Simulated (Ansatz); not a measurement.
# A hypothetical structure for NbSn3Se4

This structure for NbSn3Se4 is made up. Its elements were placed in a known structure type with a cell scaled to their sizes. What cell does the guess relax to, and how far off was it?

Main program and level: Ansatz 0.2.0; DFT, PBE, plane-wave PAW, files of the set soft_1, scalar-relativistic, no spin, cell and ions relaxed at zero pressure; PAW set soft_1, in the first sound run; inputs show where later runs differ.

## (1) Starting point

The structure is cubic, space group P-43m (No. 215). Conventional cell: a = 6.488 Å, b = 6.488 Å, c = 6.488 Å, α = 90.00°, β = 90.00°, γ = 90.00°. Sn has 4 Se at 2.80 Å nearest. Nb has 4 Se at 2.84 Å nearest. Nearest to Se lie 3 Sn at 2.80 Å and 1 Nb at 2.84 Å. Farther neighbours and most contacts between anions are not listed.

## (2) Relaxation of the guess

The guess takes its coordinates from another compound and its volume from a rule, so the cell and any free coordinates are relaxed together.

input.yaml

```yaml
crystal:
  lattice:
    - [6.488, 0.0, 0.0]
    - [0.0, 6.488, 0.0]
    - [0.0, 0.0, 6.488]
  atoms:
    - { symbol: Sn, position: [0.0, 0.5, 0.5] }
    - { symbol: Sn, position: [0.5, 0.0, 0.5] }
    - { symbol: Sn, position: [0.5, 0.5, 0.0] }
    - { symbol: Nb, position: [0.0, 0.0, 0.0] }
    - { symbol: Se, position: [0.2529, 0.2529, 0.2529] }
    - { symbol: Se, position: [0.2529, 0.7471, 0.7471] }
    - { symbol: Se, position: [0.7471, 0.2529, 0.7471] }
    - { symbol: Se, position: [0.7471, 0.7471, 0.2529] }
kpoints:
  mp_grid: { grid: [4, 4, 4] }
scf:
  occupations: { method: fermi_dirac, width: 0.05 }
hamiltonian:
  xc: pbe
  pseudopotentials: { kind: paw, azcp: { folder: soft_1 } }
relax:
  f_tol: 0.015
  max_steps: 70
  cell: {}
output:
  forces: true
  stress: true
```

Launch:

```bash
> ansatz run input.yaml --threads 4 --pin off --max-ram 10240MiB --backend cpu --events-out ev --progress --plain --runs-dir out
```

Numbers of over 12 decimals in the logs are rounded to 6 here.

The log of the run:

```text
Engine: ansatz 0.2.0, aarch64-unknown-linux-gnu
Pseudopotentials: kind: paw
Pseudopotential: Sn, paw, valence charge 14, recommended cutoff 420 eV (normal), soft_1/Sn.paw.azcp
Pseudopotential: Nb, paw, valence charge 13, recommended cutoff 420 eV (normal), soft_1/Nb.paw.azcp
Pseudopotential: Se, paw, valence charge 16, recommended cutoff 420 eV (normal), soft_1/Se.paw.azcp
Functional definition: PBE
  parameter kappa = 0.804
  parameter beta = 0.066725
  exchange = pbe_x(kappa = kappa, mu = beta*pi^2/3)
  correlation = pbe_c(beta = beta)
Crystal: 8 atoms, lattice volume = 273.107 Å³
Basis set: ecut = 420 eV, 5377 PW (Γ), exchange–correlation on 90×90×90 points (8 copies of the dense FFT grid, shifted against one another)
Bands: 72, of which v1, the nominal top of the filled ones, is band 60 counted from 1 (59 counted from 0)
Symmetry: 24 space group operations
Space group: P-43m (ITA 215), of the structure as read, at distance tolerance 6.5e-5 Å
k-points: 10 of 64 (time reversal used)
Non-local potential: Sn, projectors of the file, l = 0: 2, l = 1: 2, l = 2: 2, l = 3: 1
Non-local potential: Nb, projectors of the file, l = 0: 3, l = 1: 2, l = 2: 2, l = 3: 1
Non-local potential: Se, projectors of the file, l = 0: 2, l = 1: 2, l = 2: 3, l = 3: 1
PAW form: soft (Blöchl's): semilocal exchange-correlation on the pseudo side does not see the compensation charge
PAW one-centre angular grid: Sn, 590 points (default); XC on 64 Gauss nodes
PAW one-centre angular grid: Nb, 590 points (default); XC on 64 Gauss nodes
PAW one-centre angular grid: Se, 590 points (default); XC on 64 Gauss nodes
Initial density: superposition of atomic densities (chi_scale 0.1, normalization cell, long waves kept (reshape's long-wave potential 0.03 eV rms))
Initial wavefunctions: pseudopotential atomic-orbital guess
Functional: x = pbe(κ = 0.804, μ = 0.219515), c = pbe(β = 0.066725)
SCF iter   1: F=—  HF=-44502.390010 eV  |F-HF|=—  |Δ(HF+E_count)|=         —  Δρ=4.99e-2  dr2=2.20e1  ethr=3.10e-3  ⟨swp⟩=6.0  Hψ=2520  notcnv=0
preconditioner: auto → LDOS  [metal: Δε(μ)=0.032 eV  Ē_g=7.356 eV  σ=0.050 eV  W_gap=0.16  n_scr=80 (ndim 8)  ℏωp=14.4 eV  f_vac=0.094  D(μ)=8.97/eV (n_scr^D=80)  β→1.0]
SCF iter   2: F=—  HF=-44500.620460 eV  |F-HF|=—  |Δ(HF+E_count)|=    1.77e0  Δρ=1.30e-2  dr2=4.22e-1  ethr=3.10e-3  ⟨swp⟩=3.9  Hψ=1575  notcnv=0  defer=27
SCF iter   3: F=—  HF=-44500.569498 eV  |F-HF|=—  |Δ(HF+E_count)|=   5.10e-2  Δρ=4.78e-3  dr2=1.85e-1  ethr=3.54e-4  ⟨swp⟩=3.0  Hψ=1559  notcnv=0  defer=24
SCF iter   4: F=—  HF=-44500.540393 eV  |F-HF|=—  |Δ(HF+E_count)|=   2.91e-2  Δρ=1.93e-3  dr2=4.42e-2  ethr=1.55e-4  ⟨swp⟩=2.0  Hψ=1382  notcnv=0  defer=24
SCF iter   5: F=—  HF=-44500.538123 eV  |F-HF|=—  |Δ(HF+E_count)|=   2.27e-3  Δρ=7.95e-4  dr2=4.83e-3  ethr=3.72e-5  ⟨swp⟩=1.3  Hψ=701  notcnv=0  defer=24
SCF iter   6: F=—  HF=-44500.538300 eV  |F-HF|=—  |Δ(HF+E_count)|=   1.78e-4  Δρ=2.53e-4  dr2=1.76e-4  ethr=4.06e-6  ⟨swp⟩=1.9  Hψ=717  notcnv=0  defer=24
SCF iter   7: F=—  HF=-44500.538386 eV  |F-HF|=—  |Δ(HF+E_count)|=   8.58e-5  Δρ=5.79e-5  dr2=1.48e-5  ethr=1.48e-7  ⟨swp⟩=2.0  Hψ=1300  notcnv=0  defer=24
SCF iter   8: F=—  HF=-44500.538319 eV  |F-HF|=—  |Δ(HF+E_count)|=   6.71e-5  Δρ=2.03e-5  dr2=1.90e-6  ethr=1.25e-8  ⟨swp⟩=2.2  Hψ=1263  notcnv=0  defer=24
SCF iter   9: F=—  HF=-44500.538320 eV  |F-HF|=—  |Δ(HF+E_count)|=   5.10e-7  Δρ=6.86e-6  dr2=1.87e-7  ethr=1.59e-9  ⟨swp⟩=2.0  Hψ=1098  notcnv=0  defer=24
SCF iter  10: F=-44500.538320 eV  HF=-44500.538320 eV  |F-HF|=3.61e-9  |Δ(HF+E_count)|=   7.21e-8  Δρ=2.17e-6  dr2=2.67e-8  ethr=8.40e-11  ⟨swp⟩=4.4  Hψ=2191  notcnv=0
SCF 1 converged in 10 iterations: F = -44500.538320 eV  dr2 = 2.67e-8
  greatest PAW one-centre occupation: 1.000 electrons in one spin orbital (limit 2), on the Se atom at site 5 (counted from 0), in its partial waves of l = 2
relax step   1: F+E_penalty+E_count = -44500.53831970 eV  Δ(F+E_penalty+E_count) = +0.000e0 eV  max|allowed force component| = 1.130e0 eV/Å  Δτ_max = 0.0000 Å  P = -0.287 GPa  Ω = 273.107 Å³  (10 SCF iters, dr2 threshold 1.00e-7 eV, accepted)
Crystal: 8 atoms, lattice volume = 272.161 Å³
Initial density: handed on by an earlier stage of this run
Initial wavefunctions: those handed on with the density
iter 1 solved again at ethr=2.51e-4 eV; its pass at ethr=3.10e-3 eV (dr2=2.99e-1 eV) is discarded
SCF iter   1: F=—  HF=-44501.965939 eV  |F-HF|=—  |Δ(HF+E_count)|=         —  Δρ=1.34e-2  dr2=3.00e-1  ethr=2.51e-4  ⟨swp⟩=2.3  Hψ=2746  notcnv=0
preconditioner: auto → LDOS  [metal: Δε(μ)=0.022 eV  Ē_g=7.530 eV  σ=0.050 eV  W_gap=0.11  n_scr=80 (ndim 8)  ℏωp=14.4 eV  f_vac=0.143  D(μ)=10.44/eV (n_scr^D=80)  β→1.0]
SCF iter   2: F=—  HF=-44501.927478 eV  |F-HF|=—  |Δ(HF+E_count)|=   3.85e-2  Δρ=6.93e-3  dr2=1.47e-1  ethr=2.51e-4  ⟨swp⟩=2.9  Hψ=1503  notcnv=0
SCF iter   3: F=—  HF=-44501.886505 eV  |F-HF|=—  |Δ(HF+E_count)|=   4.10e-2  Δρ=1.21e-3  dr2=5.65e-3  ethr=1.24e-4  ⟨swp⟩=2.2  Hψ=1052  notcnv=0
SCF iter   4: F=—  HF=-44501.887666 eV  |F-HF|=—  |Δ(HF+E_count)|=   1.16e-3  Δρ=3.22e-4  dr2=6.25e-4  ethr=4.75e-6  ⟨swp⟩=2.0  Hψ=1399  notcnv=0
SCF iter   5: F=—  HF=-44501.887528 eV  |F-HF|=—  |Δ(HF+E_count)|=   1.38e-4  Δρ=1.39e-4  dr2=1.65e-4  ethr=5.25e-7  ⟨swp⟩=2.0  Hψ=1306  notcnv=0
SCF iter   6: F=—  HF=-44501.887513 eV  |F-HF|=—  |Δ(HF+E_count)|=   1.43e-5  Δρ=7.45e-5  dr2=2.32e-5  ethr=1.39e-7  ⟨swp⟩=2.0  Hψ=1270  notcnv=0
SCF iter   7: F=-44501.887519 eV  HF=-44501.887520 eV  |F-HF|=2.01e-7  |Δ(HF+E_count)|=   6.33e-6  Δρ=1.42e-5  dr2=6.31e-7  ethr=6.72e-10  ⟨swp⟩=3.9  Hψ=2895  notcnv=0
SCF 2 converged in 7 iterations: F = -44501.887519 eV  dr2 = 6.31e-7
  greatest PAW one-centre occupation: 1.000 electrons in one spin orbital (limit 2), on the Se atom at site 4 (counted from 0), in its partial waves of l = 2
relax step   2: F+E_penalty+E_count = -44501.88751948 eV  Δ(F+E_penalty+E_count) = -1.349e0 eV  max|allowed force component| = 8.110e-1 eV/Å  Δτ_max = 0.1950 Å  P = -0.416 GPa  Ω = 272.161 Å³  energy of the carried Pulay correction = +4.563e-5 eV  (7 SCF iters, dr2 threshold 8.00e-7 eV, accepted)
Crystal: 8 atoms, lattice volume = 269.235 Å³
Basis set: ecut = 420 eV, 5257 PW (Γ), exchange–correlation on 90×90×90 points (8 copies of the dense FFT grid, shifted against one another)
iter 1 solved again at ethr=4.42e-4 eV; its pass at ethr=3.10e-3 eV (dr2=5.26e-1 eV) is discarded
SCF iter   1: F=—  HF=-44502.574717 eV  |F-HF|=—  |Δ(HF+E_count)|=         —  Δρ=1.42e-2  dr2=5.27e-1  ethr=4.42e-4  ⟨swp⟩=1.8  Hψ=2936  notcnv=0
preconditioner: auto → LDOS  [metal: Δε(μ)=0.104 eV  Ē_g=7.635 eV  σ=0.050 eV  W_gap=0.48  n_scr=56 (ndim 8)  ℏωp=14.5 eV  f_vac=0.138  D(μ)=4.33/eV (n_scr^D=26)  β→1.0]
SCF iter   2: F=—  HF=-44502.505391 eV  |F-HF|=—  |Δ(HF+E_count)|=   6.93e-2  Δρ=7.07e-3  dr2=1.26e-1  ethr=4.42e-4  ⟨swp⟩=3.0  Hψ=1404  notcnv=0
SCF iter   3: F=—  HF=-44502.469623 eV  |F-HF|=—  |Δ(HF+E_count)|=   3.58e-2  Δρ=1.11e-3  dr2=5.02e-3  ethr=1.06e-4  ⟨swp⟩=2.4  Hψ=1384  notcnv=0  defer=4
SCF iter   4: F=—  HF=-44502.469443 eV  |F-HF|=—  |Δ(HF+E_count)|=   1.80e-4  Δρ=3.79e-4  dr2=4.93e-4  ethr=4.21e-6  ⟨swp⟩=2.0  Hψ=1454  notcnv=0  defer=17
SCF iter   5: F=—  HF=-44502.469624 eV  |F-HF|=—  |Δ(HF+E_count)|=   1.82e-4  Δρ=1.40e-4  dr2=1.12e-4  ethr=4.15e-7  ⟨swp⟩=2.0  Hψ=1291  notcnv=0  defer=17
SCF iter   6: F=—  HF=-44502.469625 eV  |F-HF|=—  |Δ(HF+E_count)|=   5.55e-7  Δρ=5.81e-5  dr2=1.83e-5  ethr=9.43e-8  ⟨swp⟩=2.0  Hψ=1290  notcnv=0  defer=17
SCF iter   7: F=—  HF=-44502.469629 eV  |F-HF|=—  |Δ(HF+E_count)|=   4.46e-6  Δρ=1.58e-5  dr2=1.43e-6  ethr=1.54e-8  ⟨swp⟩=2.1  Hψ=1093  notcnv=0  defer=17
SCF iter   8: F=-44502.469629 eV  HF=-44502.469629 eV  |F-HF|=2.50e-8  |Δ(HF+E_count)|=   2.32e-7  Δρ=3.09e-6  dr2=4.81e-8  ethr=6.72e-10  ⟨swp⟩=4.9  Hψ=2208  notcnv=0
SCF 3 converged in 8 iterations: F = -44502.469629 eV  dr2 = 4.81e-8
relax step   3: F+E_penalty+E_count = -44502.46962943 eV  Δ(F+E_penalty+E_count) = -5.821e-1 eV  max|allowed force component| = 9.526e-2 eV/Å  Δτ_max = 0.1950 Å  P = +1.589 GPa  Ω = 269.235 Å³  energy of the carried Pulay correction = +1.878e-4 eV  (8 SCF iters, dr2 threshold 8.00e-7 eV, accepted)
Crystal: 8 atoms, lattice volume = 271.361 Å³
iter 1 solved again at ethr=1.12e-5 eV; its pass at ethr=3.10e-3 eV (dr2=1.33e-2 eV) is discarded
SCF iter   1: F=—  HF=-44502.491524 eV  |F-HF|=—  |Δ(HF+E_count)|=         —  Δρ=1.38e-3  dr2=1.27e-2  ethr=1.12e-5  ⟨swp⟩=2.0  Hψ=2479  notcnv=0
preconditioner: auto → LDOS  [metal: Δε(μ)=0.093 eV  Ē_g=7.606 eV  σ=0.050 eV  W_gap=0.37  n_scr=80 (ndim 8)  ℏωp=14.4 eV  f_vac=0.141  D(μ)=5.66/eV (n_scr^D=32)  β→1.0]
SCF iter   2: F=—  HF=-44502.490304 eV  |F-HF|=—  |Δ(HF+E_count)|=   1.22e-3  Δρ=5.28e-4  dr2=8.51e-4  ethr=1.07e-5  ⟨swp⟩=2.0  Hψ=973  notcnv=0
SCF iter   3: F=—  HF=-44502.490164 eV  |F-HF|=—  |Δ(HF+E_count)|=   1.40e-4  Δρ=1.79e-4  dr2=1.55e-4  ethr=7.15e-7  ⟨swp⟩=2.0  Hψ=928  notcnv=0
SCF iter   4: F=—  HF=-44502.490144 eV  |F-HF|=—  |Δ(HF+E_count)|=   2.08e-5  Δρ=4.85e-5  dr2=1.83e-5  ethr=1.31e-7  ⟨swp⟩=2.0  Hψ=925  notcnv=0
SCF iter   5: F=—  HF=-44502.490142 eV  |F-HF|=—  |Δ(HF+E_count)|=   1.21e-6  Δρ=1.55e-5  dr2=1.50e-6  ethr=1.54e-8  ⟨swp⟩=2.2  Hψ=1258  notcnv=0
SCF iter   6: F=-44502.490142 eV  HF=-44502.490142 eV  |F-HF|=2.45e-8  |Δ(HF+E_count)|=   9.51e-8  Δρ=5.04e-6  dr2=6.33e-8  ethr=6.72e-10  ⟨swp⟩=4.2  Hψ=2180  notcnv=0
SCF 4 converged in 6 iterations: F = -44502.490142 eV  dr2 = 6.33e-8
  greatest PAW one-centre occupation: 1.000 electrons in one spin orbital (limit 2), on the Se atom at site 7 (counted from 0), in its partial waves of l = 2
relax step   4: F+E_penalty+E_count = -44502.49014224 eV  Δ(F+E_penalty+E_count) = -2.051e-2 eV  max|allowed force component| = 2.094e-2 eV/Å  Δτ_max = 0.0127 Å  P = +1.045 GPa  Ω = 271.361 Å³  energy of the carried Pulay correction = +8.434e-5 eV  (6 SCF iters, dr2 threshold 8.00e-7 eV, accepted)
Crystal: 8 atoms, lattice volume = 282.902 Å³
Basis set: ecut = 420 eV, 5497 PW (Γ), exchange–correlation on 90×90×90 points (8 copies of the dense FFT grid, shifted against one another)
iter 1 solved again at ethr=6.86e-5 eV; its pass at ethr=3.10e-3 eV (dr2=8.16e-2 eV) is discarded
SCF iter   1: F=—  HF=-44502.522641 eV  |F-HF|=—  |Δ(HF+E_count)|=         —  Δρ=3.67e-3  dr2=8.15e-2  ethr=6.86e-5  ⟨swp⟩=2.0  Hψ=3114  notcnv=0
preconditioner: auto → LDOS  [metal: Δε(μ)=0.034 eV  Ē_g=7.477 eV  σ=0.050 eV  W_gap=0.17  n_scr=80 (ndim 8)  ℏωp=14.1 eV  f_vac=0.158  D(μ)=5.26/eV (n_scr^D=26)  β→1.0]
SCF iter   2: F=—  HF=-44502.514915 eV  |F-HF|=—  |Δ(HF+E_count)|=   7.73e-3  Δρ=1.85e-3  dr2=1.42e-2  ethr=6.85e-5  ⟨swp⟩=3.0  Hψ=1089  notcnv=0
SCF iter   3: F=—  HF=-44502.511780 eV  |F-HF|=—  |Δ(HF+E_count)|=   3.13e-3  Δρ=3.67e-4  dr2=1.18e-3  ethr=1.19e-5  ⟨swp⟩=2.0  Hψ=1050  notcnv=0
SCF iter   4: F=—  HF=-44502.511739 eV  |F-HF|=—  |Δ(HF+E_count)|=   4.18e-5  Δρ=1.16e-4  dr2=1.13e-4  ethr=9.92e-7  ⟨swp⟩=2.0  Hψ=1213  notcnv=0
SCF iter   5: F=—  HF=-44502.511690 eV  |F-HF|=—  |Δ(HF+E_count)|=   4.89e-5  Δρ=4.70e-5  dr2=1.29e-5  ethr=9.50e-8  ⟨swp⟩=2.0  Hψ=1302  notcnv=0
SCF iter   6: F=—  HF=-44502.511691 eV  |F-HF|=—  |Δ(HF+E_count)|=   1.03e-6  Δρ=1.88e-5  dr2=1.09e-6  ethr=1.08e-8  ⟨swp⟩=2.0  Hψ=869  notcnv=0
SCF iter   7: F=-44502.511691 eV  HF=-44502.511691 eV  |F-HF|=3.97e-8  |Δ(HF+E_count)|=   5.30e-7  Δρ=5.21e-6  dr2=1.26e-7  ethr=6.72e-10  ⟨swp⟩=4.3  Hψ=2475  notcnv=0
SCF 5 converged in 7 iterations: F = -44502.511691 eV  dr2 = 1.26e-7
relax step   5: F+E_penalty+E_count = -44502.51169141 eV  Δ(F+E_penalty+E_count) = -2.155e-2 eV  max|allowed force component| = 5.609e-2 eV/Å  Δτ_max = 0.0324 Å  P = -0.268 GPa  Ω = 282.902 Å³  energy of the carried Pulay correction = -4.635e-4 eV  (7 SCF iters, dr2 threshold 8.00e-7 eV, accepted)
Crystal: 8 atoms, lattice volume = 279.817 Å³
Basis set: ecut = 420 eV, 5449 PW (Γ), exchange–correlation on 90×90×90 points (8 copies of the dense FFT grid, shifted against one another)
iter 1 solved again at ethr=4.08e-6 eV; its pass at ethr=3.10e-3 eV (dr2=4.85e-3 eV) is discarded
SCF iter   1: F=—  HF=-44502.518267 eV  |F-HF|=—  |Δ(HF+E_count)|=         —  Δρ=1.16e-3  dr2=4.61e-3  ethr=4.08e-6  ⟨swp⟩=2.0  Hψ=3040  notcnv=0
preconditioner: auto → LDOS  [metal: Δε(μ)=0.050 eV  Ē_g=7.485 eV  σ=0.050 eV  W_gap=0.24  n_scr=80 (ndim 8)  ℏωp=14.2 eV  f_vac=0.149  D(μ)=5.22/eV (n_scr^D=26)  β→1.0]
SCF iter   2: F=—  HF=-44502.517743 eV  |F-HF|=—  |Δ(HF+E_count)|=   5.24e-4  Δρ=6.28e-4  dr2=1.38e-3  ethr=3.87e-6  ⟨swp⟩=2.0  Hψ=1349  notcnv=0
SCF iter   3: F=—  HF=-44502.517394 eV  |F-HF|=—  |Δ(HF+E_count)|=   3.48e-4  Δρ=9.57e-5  dr2=5.86e-5  ethr=1.16e-6  ⟨swp⟩=2.0  Hψ=925  notcnv=0
SCF iter   4: F=—  HF=-44502.517378 eV  |F-HF|=—  |Δ(HF+E_count)|=   1.60e-5  Δρ=3.42e-5  dr2=7.51e-6  ethr=4.93e-8  ⟨swp⟩=3.0  Hψ=1395  notcnv=0
SCF iter   5: F=—  HF=-44502.517378 eV  |F-HF|=—  |Δ(HF+E_count)|=   1.76e-7  Δρ=1.27e-5  dr2=5.45e-7  ethr=6.31e-9  ⟨swp⟩=2.0  Hψ=1304  notcnv=0
SCF iter   6: F=-44502.517378 eV  HF=-44502.517378 eV  |F-HF|=2.88e-8  |Δ(HF+E_count)|=   4.61e-8  Δρ=4.94e-6  dr2=8.72e-8  ethr=1.65e-10  ⟨swp⟩=5.0  Hψ=2610  notcnv=0
SCF 6 converged in 6 iterations: F = -44502.517378 eV  dr2 = 8.72e-8
relax step   6: F+E_penalty+E_count = -44502.51737806 eV  Δ(F+E_penalty+E_count) = -5.687e-3 eV  max|allowed force component| = 4.599e-4 eV/Å  Δτ_max = 0.0139 Å  P = -0.019 GPa  Ω = 279.817 Å³  energy of the carried Pulay correction = -3.193e-4 eV  (6 SCF iters, dr2 threshold 1.97e-7 eV, accepted)
Initial wavefunctions: pseudopotential atomic-orbital guess (no wavefunctions were taken with the density)
iter 1 solved again at ethr=9.43e-8 eV; its pass at ethr=3.10e-3 eV (dr2=1.12e-4 eV) is discarded
SCF iter   1: F=—  HF=-44502.502582 eV  |F-HF|=—  |Δ(HF+E_count)|=         —  Δρ=3.71e-4  dr2=3.64e-5  ethr=9.43e-8  ⟨swp⟩=4.1  Hψ=4431  notcnv=0
preconditioner: auto → LDOS  [metal: Δε(μ)=0.047 eV  Ē_g=7.488 eV  σ=0.050 eV  W_gap=0.22  n_scr=80 (ndim 8)  ℏωp=14.2 eV  f_vac=0.152  D(μ)=5.26/eV (n_scr^D=26)  β→1.0]
SCF iter   2: F=—  HF=-44502.517797 eV  |F-HF|=—  |Δ(HF+E_count)|=   1.52e-2  Δρ=3.62e-5  dr2=1.34e-5  ethr=3.06e-8  ⟨swp⟩=2.8  Hψ=961  notcnv=0
SCF iter   3: F=—  HF=-44502.517779 eV  |F-HF|=—  |Δ(HF+E_count)|=   1.76e-5  Δρ=2.29e-5  dr2=3.10e-6  ethr=1.13e-8  ⟨swp⟩=2.0  Hψ=862  notcnv=0
SCF iter   4: F=—  HF=-44502.517750 eV  |F-HF|=—  |Δ(HF+E_count)|=   2.94e-5  Δρ=1.09e-5  dr2=1.04e-6  ethr=2.61e-9  ⟨swp⟩=2.3  Hψ=1046  notcnv=0
SCF iter   5: F=—  HF=-44502.517751 eV  |F-HF|=—  |Δ(HF+E_count)|=   1.17e-6  Δρ=2.09e-6  dr2=2.15e-8  ethr=8.73e-10  ⟨swp⟩=2.3  Hψ=1290  notcnv=0
SCF iter   6: F=—  HF=-44502.517751 eV  |F-HF|=—  |Δ(HF+E_count)|=   4.99e-8  Δρ=9.29e-7  dr2=2.19e-9  ethr=1.81e-11  ⟨swp⟩=2.0  Hψ=1312  notcnv=0
SCF iter   7: F=—  HF=-44502.517751 eV  |F-HF|=—  |Δ(HF+E_count)|=   3.93e-8  Δρ=2.10e-7  dr2=2.71e-10  ethr=1.84e-12  ⟨swp⟩=2.0  Hψ=1115  notcnv=0
SCF iter   8: F=-44502.517751 eV  HF=-44502.517751 eV  |F-HF|=1.46e-11  |Δ(HF+E_count)|=  2.84e-10  Δρ=5.86e-8  dr2=1.78e-11  ethr=1.00e-12  ⟨swp⟩=5.0  Hψ=2285  notcnv=0
SCF 7 converged in 8 iterations: F = -44502.517751 eV  dr2 = 1.78e-11
relax step   7: F+E_penalty+E_count = -44502.51775134 eV  Δ(F+E_penalty+E_count) = -3.733e-4 eV  max|allowed force component| = 3.841e-4 eV/Å  Δτ_max = 0.0000 Å  P = -0.018 GPa  Ω = 279.817 Å³  stress off target by 1.84e-2 GPa  SCF on the basis re-selected at this cell (its energy is not comparable with the rows above)  (8 SCF iters)
basis re-selected at this cell: Δ(F+E_penalty+E_count) = -3.733e-4 eV, ΔP = +0.001 GPa vs the last step (what re-selecting the basis moved, of the pressure what is left beyond the Pulay correction that the steps carried, after the strain that the cell walked since its last selection, with what the two solves' SCF thresholds leave and, on support functions, any second-order correction that the steps lacked; it is no m [...]
SCF converged after 8 iterations
Free energy (F): -44502.517751 eV
Harris-Foulkes:  -44502.517751 eV  (|F-HF|=1.46e-11)
Internal energy: -44502.470507 eV  (E = F + TS)
E sigma→0 (E₀):  -44502.494129 eV
Entropy (-TS):   -0.047244 eV (-5.906 meV/atom)
Fermi energy:    6.629512 eV
--- Per-component energies (eV) ---
  E_band       = -2348.125373
  E_kinetic    = 1307.487077
  E_local      = -17775.912608  (includes V_loc(G=0)·N_el)
  E_nonlocal   = -885.497013
  E_hartree    = 8817.056573
  E_xc         = -878.271458
  E_vxc        = -794.491514  (∫ρ·V_xc dr)
  E_paw        = -24706.126740  (= ΣΔE_a)
  E_vpaw       = -1833.824256  (= ΣTr[D̂ρ^β])
  E_aug_tail   = -0.000566  (compensation charges beyond the density's cutoff)
  E_ewald      = -10381.205772
  E_smearing   = -0.047244  (= −TS)
  E_closure    = -0.000000  (closes the sum)
  Σ components = -44502.517751   (vs F -44502.517751, Δ=0.00e0)
--- Forces (eV/Å), atoms counted from 1 ---
  atom   1  Sn     0.00000000     0.00000000     0.00000000
  atom   2  Sn     0.00000000     0.00000000     0.00000000
  atom   3  Sn    -0.00000000     0.00000000     0.00000000
  atom   4  Nb    -0.00000000     0.00000000     0.00000000
  atom   5  Se     0.00038412     0.00038412     0.00038412
  atom   6  Se     0.00038412    -0.00038412    -0.00038412
  atom   7  Se    -0.00038412     0.00038412    -0.00038412
  atom   8  Se    -0.00038412    -0.00038412     0.00038412
  max |Σ_I F_I| component: 7.19e-17 eV/Å
--- Stress (GPa, compression-positive) ---
       -0.018371       0.000000       0.000000
        0.000000      -0.018371      -0.000000
        0.000000      -0.000000      -0.018371
  P = ⅓ Tr σ = -0.0184 GPa (-0.184 kbar)
--- Relaxed structure (6 steps of the walk, 6 accepted, 1 SCFs on fresh bases) ---
  F+E_penalty+E_count = -44502.51775134 eV   max|allowed force component| = 3.841e-4 eV/Å   (the final SCF, on the basis selected at the relaxed cell)
  cell:  # Å, volume = 279.8172 Å³
    - [6.540709, 0, 0]
    - [0, 6.540709, 0]
    - [0, 0, 6.540709]
  atoms:
    - { symbol: Sn, position: [1.0862074785998426e-18, 0.5, 0.5] }
    - { symbol: Sn, position: [0.5, 0, 0.5] }
    - { symbol: Sn, position: [0.5, 0.5, -7.018571400183598e-19] }
    - { symbol: Nb, position: [1.0862074785998419e-18, 0, -7.018571400183598e-19] }
    - { symbol: Se, position: [0.217679, 0.217679, 0.217679] }
    - { symbol: Se, position: [0.217679, 0.782321, 0.782321] }
    - { symbol: Se, position: [0.782321, 0.217679, 0.782321] }
    - { symbol: Se, position: [0.782321, 0.782321, 0.217679] }
```

It took 31 s on 4 threads of Arm Neoverse V1, shared host; peak memory 0.79 GiB.

The steps of the relaxation:

```tsv
step	energy less that of the first step (eV)	largest force component (eV/Å)	pressure (GPa)	volume (Å³)
1	0.0000	1.1297	-0.29	273.11
2	-1.3492	0.8110	-0.42	272.16
3	-1.9313	0.0953	1.59	269.23
4	-1.9518	0.0209	1.05	271.36
5	-1.9734	0.0561	-0.27	282.90
6	-1.9791	0.0005	-0.02	279.82
7*	-1.9794	0.0004	-0.02	279.82
```

Relaxation steps marked * repeat the geometry before them on a plane-wave basis chosen anew for their cell, so energy and pressure can jump there.

Forces are held to the 24 operations that the run works with; a distortion that breaks them can't arise in this run.

```tsv
conventional cell, symmetrised	before	after	change
a (Å)	6.488	6.541	+0.8 %
b (Å)	6.488	6.541	+0.8 %
c (Å)	6.488	6.541	+0.8 %
volume (Å³/atom)	34.14	34.98	+2.5 %
```

The atoms that moved most (Å, as changes of fractional coordinates times the final cell):

```tsv
atom	dx	dy	dz	length
Se7	0.230	-0.230	0.230	0.399
Se8	0.230	0.230	-0.230	0.399
Se6	-0.230	0.230	0.230	0.399
Se5	-0.230	-0.230	-0.230	0.399
```

Numbers from this step:

| Property | Result |
| --- | --- |
| free energy | -44502.5178 eV |
| energy at zero smearing | -44502.4941 eV |
| smearing term TS | 0.04724 eV |
| Fermi energy | 6.630 eV |
| electrons | 119 |
| symmetry operations | 24 |
| pressure | -0.01837 GPa |

Shortest distances by pair of elements, guess and relaxed (not always the same contact):

```tsv
pair	guess (Å)	relaxed (Å)
Nb–Se	2.842	2.466
Se–Sn	2.799	2.974
Se–Se	4.534	4.027
Sn–Sn	4.588	4.625
Nb–Sn	4.588	4.625
```

The relaxation ends with a largest force component of 3.8e-4 eV/Å and a pressure of -0.02 GPa.

(Part 1 of 2 ends here.)

[Logs are printed without paths, hosts, clocks, repeated set-up lines and the standing remarks that a program may print on its own settings, such as how far it seeks lower states.]

[Hosts, paths, dates, database ids (printed as entryN), source tags and the programs' standing remarks are cut or masked in the printed files.]
